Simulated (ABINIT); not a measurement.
## Na2LiScF6 (Fm-3m): RPA correlation energy against the basis

Aim: the RPA correlation energy of Na2LiScF6 (Fm-3m) as bands and response cutoff rise.

Method: PBEsol and many-body steps on it, plane waves, in ABINIT 10.8.3.

## 1. The structure

The structure is cubic, space group Fm-3m (No. 225). The conventional cell has a = 8.035 Å, b = 8.035 Å, c = 8.035 Å, α = 90.00°, β = 90.00°, γ = 90.00°. Na has 12 F at 2.84 Å nearest. Nearest to Li lie 6 F at 2.01 Å. Nearest to Sc lie 6 F at 2.01 Å. Nearest to F lie 1 Li at 2.01 Å and 1 Sc at 2.01 Å and 4 Na at 2.84 Å. Farther neighbours and most contacts between anions are not listed.

Coordinates:

```cif
data_structure
_symmetry_space_group_name_H-M 'Fm-3m'
_symmetry_Int_Tables_number 225
_cell_length_a 8.0349
_cell_length_b 8.0349
_cell_length_c 8.0349
_cell_angle_alpha 90.000
_cell_angle_beta 90.000
_cell_angle_gamma 90.000
_cell_volume 518.73
loop_
_atom_site_label
_atom_site_type_symbol
_atom_site_symmetry_multiplicity
_atom_site_Wyckoff_symbol
_atom_site_fract_x
_atom_site_fract_y
_atom_site_fract_z
_atom_site_occupancy
Na1 Na 8 c 0.25000 0.75000 0.75000 1
Li1 Li 4 b 0.50000 0.00000 0.00000 1
Sc1 Sc 4 a 0.00000 0.00000 0.00000 1
F1 F 24 e 0.50000 0.00000 0.75042 1
```

The cell and positions are those that the Materials Project relaxed with its own functionals (PBE, PBE+U or r2SCAN), kept fixed.

## 2. Empty states on the mesh, 2×2×2 mesh, 466 bands

This step: ABINIT 10.8.3; DFT, PBEsol, plane waves, norm-conserving pseudopotentials.

The sums over transitions need many empty states on a uniform mesh; this step solves for them.

run.abi reads:

```
acell 3*1.0 Angstrom
rprim 
  0.000000000000 4.017450000000 4.017450000000
  4.017450000000 0.000000000000 4.017450000000
  4.017450000000 4.017450000000 -0.000000000000
ntypat 4
znucl 11 3 21 9
natom 10
typat 1 1 2 3 4 4 4 4 4 4
xred 
  0.250000000000 0.250000000000 0.250000000000
  0.750000000000 0.750000000000 0.750000000000
  0.500000000000 0.500000000000 0.500000000000
  0.000000000000 -0.000000000000 0.000000000000
  0.250423000000 0.250423000000 0.749577000000
  0.250423000000 0.749577000000 0.749577000000
  0.749577000000 0.749577000000 0.250423000000
  0.250423000000 0.749577000000 0.250423000000
  0.749577000000 0.250423000000 0.749577000000
  0.749577000000 0.250423000000 0.250423000000
pp_dirpath "pseudos"
pseudos "Na.upf, Li.upf, Sc.upf, F.upf"
ecut 38
ngkpt 2 2 2
nshiftk 1
shiftk 0 0 0
kptopt 1
chksymbreak 0
iscf -2
irdden 1
istwfk *1
nband 466
nbdbuf 42
tolwfr 1e-09
nstep 60
prtvol 0
indata_prefix "in"
outdata_prefix "out"
tmpdata_prefix "tmp"
```

On the command line:

```sh
$ OMP_NUM_THREADS=1 mpirun -n 4 abinit run.abi > log
```

Numbers of over 12 decimals in the logs are rounded to 6 here.

Log:

```text
.Version 10.8.3 of ABINIT. v10.8.2 released Aug 2026.

 Symmetries : space group Fm -3 m (#225); Bravais cF (face-center cubic)
[... echo of the input left out ...]
== DATASET  1 ==================================================================
-   mpi_nproc: 4, omp_nthreads: 1 (-1 if OMP is not activated)
-    --> not optimal distribution: autoparal keyword recommended in input file <--

--- !DatasetInfo
iteration_state: {dtset: 1, }
dimensions: {natom: 10, nkpt: 3, mband: 466, nsppol: 1, nspinor: 1, nspden: 1, mpw: 9841, }
cutoff_energies: {ecut:  38.0, pawecutdg:  -1.0, }
electrons: {nelect:   7.40000000E+01, charge:   0.00000000E+00, occopt:   1.00000000E+00, tsmear:   1.00000000E-02, }

 Real(R)+Recip(G) space primitive vectors, cartesian coordinates (Bohr,Bohr^-1):
 R(1)=  0.0000000  7.5918802  7.5918802  G(1)= -0.0658598  0.0658598  0.0658598
 R(2)=  7.5918802  0.0000000  7.5918802  G(2)=  0.0658598 -0.0658598  0.0658598
 R(3)=  7.5918802  7.5918802  0.0000000  G(3)=  0.0658598  0.0658598 -0.0658598
 Unit cell volume ucvol=  8.7514102E+02 bohr^3
 Angles (23,13,12)=  6.00000000E+01  6.00000000E+01  6.00000000E+01 degrees

 getcut: wavevector=  0.0000  0.0000  0.0000  ngfft=  60  60  60
         ecut(hartree)=     38.000   => boxcut(ratio)=   2.01386

--- Pseudopotential description ------------------------------------------------
- Na Generated using ONCVPSP code by D. R. Hamann
- 11.00000   9.00000  180301                  znucl, zion, pspdat
12 -116133 1 -1 2016                          pspcod,pspxc,lmax,lloc,mmax
     nproj     2     2     0
  pspatm : epsatm=    9.32918808
         --- l  ekb(1:nproj) -->
             0    2.657905   -0.678300
             1   -6.761319   -2.404728
 pspatm: atomic psp has been read  and splines computed

- Li Generated using ONCVPSP code by D. R. Hamann
-  3.00000   3.00000  180301                  znucl, zion, pspdat
12 -116133 1 -1 1944                          pspcod,pspxc,lmax,lloc,mmax
     nproj     2     2     0
  pspatm : epsatm=    2.60875052
         --- l  ekb(1:nproj) -->
             0   -4.855856   -1.482423
[...]
pspatm: atomic psp has been read  and splines computed

- Sc Generated using ONCVPSP code by D. R. Hamann
- 21.00000  11.00000  180301                  znucl, zion, pspdat
12 -116133 2 -1 1642                          pspcod,pspxc,lmax,lloc,mmax
     nproj     2     2     2
  pspatm : epsatm=   13.58981452
         --- l  ekb(1:nproj) -->
[...]
pspatm: atomic psp has been read  and splines computed

- F Generated using ONCVPSP code by D. R. Hamann
-  9.00000   7.00000  180301                  znucl, zion, pspdat
12 -116133 2 -1 832                           pspcod,pspxc,lmax,lloc,mmax
     nproj     2     2     1
  pspatm : epsatm=    4.89824381
         --- l  ekb(1:nproj) -->
[...]
2   -2.394754
[...]
5.23E-04  1.11E-03
 -1.8067E+00 -1.8066E+00 -1.7124E+00 -1.5019E+00 -9.4265E-01 -9.4265E-01
 -9.4265E-01 -7.8044E-01 -7.8044E-01 -7.8044E-01 -7.8017E-01 -7.8017E-01
 -7.8017E-01 -7.6327E-01 -7.4746E-01 -7.4746E-01 -7.3510E-01 -7.3510E-01
[...]
4.5316E+00  4.5316E+00  4.5317E+00  4.5449E+00  4.5473E+00  4.5486E+00
  4.5512E+00  4.5520E+00  4.5529E+00  4.5668E+00  4.5691E+00  4.5730E+00
  4.5789E+00  4.5801E+00  4.5843E+00  4.5878E+00
 prteigrs : prtvol=0 or 1, do not print more k-points.

--- !ResultsGS
iteration_state: {dtset: 1, }
comment   : Summary of ground state results
lattice_vectors:
- [  0.0000000,   7.5918802,   7.5918802, ]
- [  7.5918802,   0.0000000,   7.5918802, ]
- [  7.5918802,   7.5918802,  -0.0000000, ]
lattice_lengths: [  10.73654,   10.73654,   10.73654, ]
lattice_angles: [ 60.000,  60.000,  60.000, ] # degrees, (23, 13, 12)
lattice_volume:   8.7514102E+02
convergence: {deltae:  0.000E+00, res2:  0.000E+00, residm:  9.917E-10, diffor:  0.000E+00, }
etotal    :  -2.94772587E+02
entropy   :   0.00000000E+00
fermie    :  -3.82040600E-02
cartesian_stress_tensor: null
pressure_GPa: null
xred      :
- [  2.5000E-01,   2.5000E-01,   2.5000E-01, Na]
- [  7.5000E-01,   7.5000E-01,   7.5000E-01, Na]
- [  5.0000E-01,   5.0000E-01,   5.0000E-01, Li]
- [  0.0000E+00,   0.0000E+00,   0.0000E+00, Sc]
- [  2.5042E-01,   2.5042E-01,   7.4958E-01,  F]
- [  2.5042E-01,   7.4958E-01,   7.4958E-01,  F]
- [  7.4958E-01,   7.4958E-01,   2.5042E-01,  F]
- [  2.5042E-01,   7.4958E-01,   2.5042E-01,  F]
- [  7.4958E-01,   2.5042E-01,   7.4958E-01,  F]
- [  7.4958E-01,   2.5042E-01,   2.5042E-01,  F]
cartesian_forces: null
force_length_stats: {min: null, max: null, mean: null, }

 Integrated electronic density in atomic spheres:
 ------------------------------------------------
 Atom  Sphere_radius  Integrated_density
[...]
================================================================================

 ----iterations are completed or convergence reached----

 Mean square residual over all n,k,spin=   30.534E-11; max=  99.165E-11
 reduced coordinates (array xred) for   10 atoms
[...]
0.749577000000      0.250423000000      0.749577000000
       0.749577000000      0.250423000000      0.250423000000

 cartesian coordinates (angstrom) at end:
    1      2.008725     2.008725     2.008725
    2      6.026175     6.026175     6.026175
[...]
9      4.017450     6.022776     4.017450
   10      2.012124     4.017450     4.017450
 length scales=  1.889726125908  1.889726125908  1.889726125908 bohr
              =  1.000000000000  1.000000000000  1.000000000000 angstroms
 prteigrs : about to open file out_EIG
 Eigenvalues (hartree) for nkpt=   3  k points:
 kpt#   1, nband=466, wtk=  0.12500, kpt=  0.0000  0.0000  0.0000 (reduced coord)
[...]
4.52878    4.52898    4.53156    4.53164    4.53170    4.54490    4.54727    4.54859
   4.55117    4.55198    4.55289    4.56683    4.56909    4.57300    4.57892    4.58011
   4.58427    4.58780
 prteigrs : prtvol=0 or 1, do not print more k-points.

== END DATASET(S) ==============================================================
================================================================================

 -outvars: echo values of variables after computation  --------
            nband         466
             nkpt           3
          spgroup         225
 [... the other variables as echoed above ...]

 Calculation completed.
```

Run time: 5.1 min. Hardware: 4 MPI ranks of Arm Neoverse V2, shared host; peak memory 0.62 GiB.

Numbers from this step:

| Property | Result |
| --- | --- |
| gap | 6.027 eV |
| k of the valence top | 0, 0, 0 |
| k of the conduction bottom | 0, 0, 0 |
| least direct gap | 6.027 eV |
| k points computed | 3 |
| lowest point of the top converged band, above the valence top | 116.8920 eV |

On this mesh the gap is 6.027 eV.

The density comes from a self-consistent run that is not shown.

## 3. RPA energy: 2×2×2 mesh, 100 bands, screening to 43.5 eV

The RPA dielectric matrix is built and inverted for each q.

This step: RPA screening on PBEsol, plane waves, norm-conserving pseudopotentials.

run.abi, as its differences from that of step 2:

```diff
@@ -28,10 +28,15 @@
 chksymbreak 0
-iscf -2
-irdden 1
 istwfk *1
-nband 466
-nbdbuf 42
-tolwfr 1e-09
-nstep 60
-prtvol 0
+occopt 1
+irdwfk 1
+optdriver 3
+nband 100
+ecuteps 1.6
+inclvkb 2
+awtr 1
+symchi 1
+gwcalctyp 1
+nfreqre 0
+nfreqim 8
+gwrpacorr 1
 indata_prefix "in"
```

Log:

```text
.Version 10.8.3 of ABINIT. v10.8.2 released Aug 2026.

 Symmetries : space group Fm -3 m (#225); Bravais cF (face-center cubic)
[... echo of the input left out ...]
== DATASET  1 ==================================================================
-   mpi_nproc: 4, omp_nthreads: 1 (-1 if OMP is not activated)

--- !DatasetInfo
iteration_state: {dtset: 1, }
dimensions: {natom: 10, nkpt: 3, mband: 100, nsppol: 1, nspinor: 1, nspden: 1, mpw: 9841, }
cutoff_energies: {ecut:  38.0, pawecutdg:  -1.0, }
electrons: {nelect:   7.40000000E+01, charge:   0.00000000E+00, occopt:   1.00000000E+00, tsmear:   1.00000000E-02, }

 SCREENING: Calculation of the susceptibility and dielectric matrices

 Based on a program developped by R.W. Godby, V. Olevano, G. Onida, and L. Reining.
 Incorporated in ABINIT by V. Olevano, G.-M. Rignanese, and M. Torrent.
.Using double precision arithmetic ; gwpc =  8

[... cell and pseudopotentials left out ...]
--------------------------------------------------------------------------------

 ==== K-mesh for the wavefunctions ====
 Number of points in the irreducible wedge :     3
[... list of points left out ...]
 Together with 48 symmetry operations and time-reversal symmetry
 yields     8 points in the full Brillouin Zone.

 ==== Q-mesh for the screening function ====
 Number of points in the irreducible wedge :     3
[... list of points left out ...]
 Together with 48 symmetry operations and time-reversal symmetry
 yields     8 points in the full Brillouin Zone.

 setmesh: FFT mesh size selected  =    36x   36x   36
          total number of points  =        46656

 vcoul_init : cutoff-mode = AUXILIARY_FUNCTION
 q-points for optical limit:   1
     1)      0.000010    0.000020    0.000030

- screening: taking advantage of time-reversal symmetry
- Maximum band index for partially occupied states nbvw = 37
- Remaining bands to be divided among processors   nbcw = 63
- Number of bands treated by each node ~15

 Number of electrons calculated from density =   74.0000; Expected =   74.0000
 average of density, n =  0.084558
 r_s =    1.4134
 omega_plasma =   28.0500 [eV]

 calculating chi0 at frequencies [eV] :
  1    0.000000E+00    0.000000E+00
  2    0.000000E+00    1.343289E+03
  3    0.000000E+00    2.404413E+02
[...]
8    0.000000E+00    3.079585E+00
  9    0.000000E+00    5.512287E-01

--------------------------------------------------------------------------------
  q-point number  1        q = ( 0.000000, 0.000000, 0.000000) [r.l.u.]
--------------------------------------------------------------------------------
[... chi0 elements left out ...]
  [... further frequencies ...]

 For q-point:  0.000010 0.000020 0.000030
  dielectric constant =   2.0259
  dielectric constant without local fields =   2.1584

  Average fulfillment of the sum rule on Im[epsilon] for q-point    1 :     28.40  [%]
[... wings left out ...]
  q-point number  2        q = ( 0.500000, 0.000000, 0.000000) [r.l.u.]
--------------------------------------------------------------------------------
[... chi0 elements left out ...]
  [... further frequencies ...]

  Average fulfillment of the sum rule on Im[epsilon] for q-point    2 :     32.82  [%]

 [... 1 further q-points ...]
```

Elapsed: 22 s, on 4 MPI ranks; peak memory 1.4 GiB.

This step gave:

- ε∞ with local fields, on this mesh, along the program's q direction: 2.026
- the same without local fields: 2.158
- plasma frequency: 28.05 eV
- plane waves in the screening matrix: 65
- RPA correlation energy: -10.40 eV

Local fields lower ε∞ by 6 %. On a Γ-centred mesh this coarse the value itself is usually too large, while a short band sum pulls it down.

## 4. RPA energy: 2×2×2 mesh, 173 bands, screening to 70.7 eV

run.abi, as its differences from that of step 3:

```diff
@@ -32,4 +32,4 @@
 optdriver 3
-nband 100
-ecuteps 1.6
+nband 173
+ecuteps 2.6
 inclvkb 2
```

Log:

```text
.Version 10.8.3 of ABINIT. v10.8.2 released Aug 2026.

 Symmetries : space group Fm -3 m (#225); Bravais cF (face-center cubic)
[... echo of the input left out ...]
== DATASET  1 ==================================================================
-   mpi_nproc: 4, omp_nthreads: 1 (-1 if OMP is not activated)

--- !DatasetInfo
iteration_state: {dtset: 1, }
dimensions: {natom: 10, nkpt: 3, mband: 173, nsppol: 1, nspinor: 1, nspden: 1, mpw: 9841, }
cutoff_energies: {ecut:  38.0, pawecutdg:  -1.0, }
electrons: {nelect:   7.40000000E+01, charge:   0.00000000E+00, occopt:   1.00000000E+00, tsmear:   1.00000000E-02, }

 SCREENING: Calculation of the susceptibility and dielectric matrices

 Based on a program developped by R.W. Godby, V. Olevano, G. Onida, and L. Reining.
 Incorporated in ABINIT by V. Olevano, G.-M. Rignanese, and M. Torrent.
.Using double precision arithmetic ; gwpc =  8

[... cell and pseudopotentials left out ...]
--------------------------------------------------------------------------------

 ==== K-mesh for the wavefunctions ====
 Number of points in the irreducible wedge :     3
[...]
- Number of bands treated by each node ~34

 Number of electrons calculated from density =   74.0000; Expected =   74.0000
 average of density, n =  0.084558
 r_s =    1.4134
 omega_plasma =   28.0500 [eV]

 calculating chi0 at frequencies [eV] :
  1    0.000000E+00    0.000000E+00
  2    0.000000E+00    1.343289E+03
  3    0.000000E+00    2.404413E+02
[...]
8    0.000000E+00    3.079585E+00
  9    0.000000E+00    5.512287E-01

--------------------------------------------------------------------------------
  q-point number  1        q = ( 0.000000, 0.000000, 0.000000) [r.l.u.]
--------------------------------------------------------------------------------
[... chi0 elements left out ...]
  [... further frequencies ...]

 For q-point:  0.000010 0.000020 0.000030
  dielectric constant =   2.0503
  dielectric constant without local fields =   2.2176

  Average fulfillment of the sum rule on Im[epsilon] for q-point    1 :     46.53  [%]
[... wings left out ...]
  q-point number  2        q = ( 0.500000, 0.000000, 0.000000) [r.l.u.]
--------------------------------------------------------------------------------
[... chi0 elements left out ...]
  [... further frequencies ...]

  Average fulfillment of the sum rule on Im[epsilon] for q-point    2 :     50.76  [%]

 [... 1 further q-points ...]
```

Elapsed: 48 s, on 4 MPI ranks; peak memory 1.8 GiB; 3.2 min of CPU time.

This step gave:

- ε∞ with local fields, on this mesh, along the program's q direction: 2.050
- the same without local fields: 2.218
- plasma frequency: 28.05 eV
- plane waves in the screening matrix: 169
- RPA correlation energy: -25.46 eV

(Part 1 of 2 ends here.)

[Paths, hosts, dates, memory and timing lines, banners, echoed tables and standing remarks are left out of the program output.]

[Logs are printed without paths, hosts, clocks, repeated set-up lines and the standing remarks that a program may print on its own settings, such as how far it seeks lower states.]

[Runs of the session that timed out or met a known fault of the program may be left out.]

[Hosts, paths, dates, database ids (printed as entryN), source tags and the programs' standing remarks are cut or masked in the printed files.]

[G0W0 gaps are taken among the corrected bands and points alone; a level outside them can change the order at an edge.]

[Where Ansatz stands beside ABINIT at settings called matched, ABINIT's density can come from a denser mesh and the files from another edition; pairs whose starting gaps differed by over 0.03 eV were left out, so agreement reads better than it is.]
